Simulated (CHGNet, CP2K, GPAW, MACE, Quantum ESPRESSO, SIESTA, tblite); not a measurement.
**Forces in random packing of W67B25N7 (at. %) (67 atoms), program by program**

One geometry of random packing of W67B25N7 (at. %) (67 atoms) is solved by several programs and methods. How far do their forces lie from a plane-wave PBE run?

Results are calculated, not measured.

### Step 1. The structure

The cell holds 67 atoms (45 W, 17 B and 5 N), with edges of 9.55, 9.55 and 9.55 Å. Recipe: 67 atoms (45 W, 17 B, 5 N) packed at random in a cube at 16.3 g/cm³ and pushed apart as soft spheres; a start for melting by ab initio MD, not an equilibrated structure. Then every atom was moved at random, 0.05 Å r.m.s. a Cartesian component. The density is 16.3 g/cm³.

### Step 2. The reference input

Quantum ESPRESSO 7.5: Kohn-Sham DFT, PBE, SSSP efficiency 1.3.0 pseudopotentials, plane waves. Its input, pw.in:

```
&control
  calculation = 'scf'
  pseudo_dir = './pseudo'
  outdir = './tmp'
  disk_io = 'none'
  tprnfor = .true.
  tstress = .true.
/
&system
  ibrav = 0
  nat = 67
  ntyp = 3
  ecutwfc = 60
  ecutrho = 480
  nosym = .true.
  occupations = 'smearing'
  smearing = 'fd'
  degauss = 0.003675
/
&electrons
  conv_thr = 3.4e-07
  electron_maxstep = 100
  mixing_beta = 0.2
  mixing_mode = 'local-TF'
  diagonalization = 'david'
/
ATOMIC_SPECIES
W 183.840 W.upf
B 10.810 B.upf
N 14.007 N.upf
CELL_PARAMETERS angstrom
9.54790 0.00000 0.00000
0.00000 9.54790 0.00000
0.00000 0.00000 9.54790
ATOMIC_POSITIONS crystal
W 0.96194 0.52386 0.41174
W 0.59218 0.34529 0.22717
W 0.72617 0.72104 0.51097
W 0.96397 0.27766 0.39759
[... 61 atom lines left out ...]
N 0.15044 0.20696 0.59685
N 0.49410 0.70543 0.52989
K_POINTS gamma
```

```console
$ OMP_NUM_THREADS=1 mpirun -np 4 pw.x -in pw.in > output.txt
```

The job ended after 3.7 min (4 MPI ranks of Arm Neoverse V1, shared host; peak memory 5.2 GiB).

It converged with an r.m.s. force component of 3.6 eV/Å and a pressure of 54 GPa.

### Step 3. The other programs

- CHGNet: machine-learned potential, published weights.
- CP2K 2026.2: Gaussian basis with GTH pseudopotentials and a plane-wave density; labels give functional, basis (MOLOPT sets; SR short-range, UZH the newer set with its own potentials), grid cutoff/relative cutoff and solver (OT: orbital transformation; TRS4, TC2, SIGN: linear-scaling purification with its sparsity filter), or its built-in tight binding.
- GPAW 26.7.0: PAW with atomic orbitals (LCAO), plane waves or a real-space grid of spacing h.
- MACE: machine-learned potential, published weights.
- SIESTA 5.4.2: numerical atomic orbitals, whose automatically made sets are far from complete, with PseudoDojo norm-conserving potentials that we converted to its format (checked against plane waves on the same files for H, C, O, Si, Ge and Ca alone); labels give functional, basis size, energy shift and mesh cutoff.
- tblite 0.8.0: extended tight binding, driven from Python.

All use the same cell and atoms, and the electronic-structure runs the same k-mesh.

### Step 4. All runs compared

Differences are against the reference: forces as r.m.s. over components, share as that over the reference's r.m.s. force, slope as the fitted ratio of a run's forces to the reference's.

| run | Δ force, r.m.s. (meV/Å) | share (%) | slope | Δ pressure (GPa) | cores | CPU time | memory (GiB) |
| --- | --- | --- | --- | --- | --- | --- | --- |
| reference | - | - | - | - | 4 | 15 min | 5.2 |
| CHGNet r2SCAN potential | 1089 | 30.0 | 1.060 | -5.57 | 1 | 3.2 s | 1.2 |
| CP2K PBE, DZVP-MOLOPT-SR, 300/50 Ry, diagonalisation (coarse) | 172 | 4.75 | 0.957 | -3.90 | 4 | 13 min | 4.0 |
| CP2K PBE, DZVP-MOLOPT-SR, 600/20 Ry, diagonalisation (coarse) | 204 | 5.64 | 0.951 | -3.70 | 4 | 8.5 min | 5.7 |
| CP2K PBE, DZVP-MOLOPT-SR, 600/50 Ry, diagonalisation | 172 | 4.75 | 0.957 | -3.90 | 4 | 13 min | 5.6 |
| CP2K PBE, SZV-MOLOPT-SR, 600/50 Ry, diagonalisation (coarse) | 494 | 13.6 | 1.064 | 3.27 | 2 | 4.7 min | 2.6 |
| GPAW PBE, plane waves 600 eV | 70.4 | 1.94 | 0.982 | -2.42 | 1 | 11 min | 1.2 |
| MACE MP-0b2 small potential | 970 | 26.8 | 1.076 | -4.59 | 1 | 6 s | 0.72 |
| MACE MP-0b3 medium potential | 1084 | 29.9 | 1.086 | -1.96 | 1 | 7 s | 1 |
| SIESTA PBE, DZP, shift 0.01 Ry, mesh 500 Ry | 442 | 12.2 | 1.106 | 6.18 | 4 | 17 min | 3.2 |
| SIESTA PBE, SZP, shift 0.01 Ry, mesh 500 Ry (coarse) | 592 | 16.3 | 1.134 | 8.50 | 2 | 12 min | 2.4 |
| tblite GFN1-xTB | 10016 | 276 | 3.438 | 170 | 1 | 5.5 s | 0.14 |

Rows marked coarse use a setting chosen to be so.

Times of the machine-learned potentials are mostly Python's start and the loading of weights.

CPU time is summed over cores on shared hosts, so it is rough.

### Step 5. Findings

Forces lie from 1.9 % (GPAW PBE, plane waves 600 eV) to 276 % (tblite GFN1-xTB) of the reference's r.m.s. force of 3.6 eV/Å away from it. Other PBE runs on plane waves or a grid: GPAW PBE, plane waves 600 eV 1.9 % of the r.m.s. force; the reference has errors of its own, so differences under a few per cent don't tell which side is nearer the exact PBE result. The PBE runs in local orbitals, coarse settings apart, differ by 4.7 % (CP2K PBE, DZVP-MOLOPT-SR, 600/50 Ry, diagonalisation) to 12 % (SIESTA PBE, DZP, shift 0.01 Ry, mesh 500 Ry); basis, grid and potentials can all enter. Tight binding differs by 276 % (tblite GFN1-xTB); it is another model, with fitted parameters of its own, and the xTB methods hold dispersion.

Machine-learned potentials differ by 27 % (MACE MP-0b2 small potential) to 30 % (CHGNet r2SCAN potential); they were trained on other programs' data, some at another functional. Runs with settings chosen to be coarse differ by 4.8 % (CP2K PBE, DZVP-MOLOPT-SR, 300/50 Ry, diagonalisation) to 16 % (SIESTA PBE, SZP, shift 0.01 Ry, mesh 500 Ry), their programs' other errors included. SIESTA PBE, SZP, shift 0.01 Ry, mesh 500 Ry stiffens the forces by a factor of 1.13 while following their directions (correlation 0.997); the slopes of the 2 SIESTA runs lie between 1.11 and 1.13. From CP2K PBE, DZVP-MOLOPT-SR, 300/50 Ry, diagonalisation to the finer CP2K PBE, DZVP-MOLOPT-SR, 600/50 Ry, diagonalisation the share goes from 4.75 to 4.75 %, so the grid isn't what parts these runs from the reference. Pressures at PBE, coarse settings apart, lie -3.90 to +6.18 GPa from the reference's. A pressure off by over 25 GPa (tblite GFN1-xTB) is no usable stress for this cell.

**Limits.** The reference's pressure holds the uncorrected Pulay stress of its 60 Ry basis, so small pressure differences, may be the reference's own error. Machine-learned potentials mimic data converged in k, so the reference's own k-point error enters their differences. The reference's stress is far from hydrostatic: its diagonal is 59.3, 55.3, 48.1 GPa, compression counted positive. The runs have no spin polarisation, so moments on W can't form, and no Hubbard term. The electronic-structure runs sample only Γ, in a cell whose shortest periodic width is 10 Å, which is coarse for a cell with partly filled levels. Spin–orbit coupling is left out, which matters for the levels of the heavy elements. The reference's pressure of 54 GPa reflects the volume that the recipe set, positions that aren't this level's minimum and the basis. Where levels are smeared, the DFT runs use Fermi–Dirac occupations at 580 K (0.05 eV), and energies are free energies. The atoms were displaced at random, and shares hang on the size of the forces that this gives. The reference's cutoffs and mesh weren't converged further here.

[Long decimals in the printed logs are rounded to 6 places.]

[Logs are printed without paths, hosts, clocks, repeated set-up lines and the standing remarks that a program may print on its own settings, such as how far it seeks lower states.]

[Hosts, paths, dates, database ids (printed as entryN), source tags and the programs' standing remarks are cut or masked in the printed files.]

[Only finished runs are shown, without SIESTA runs on faulty potentials for Cu, Fe, Ni or Zn; cells were taken only where this reference lay near another plane-wave run.]
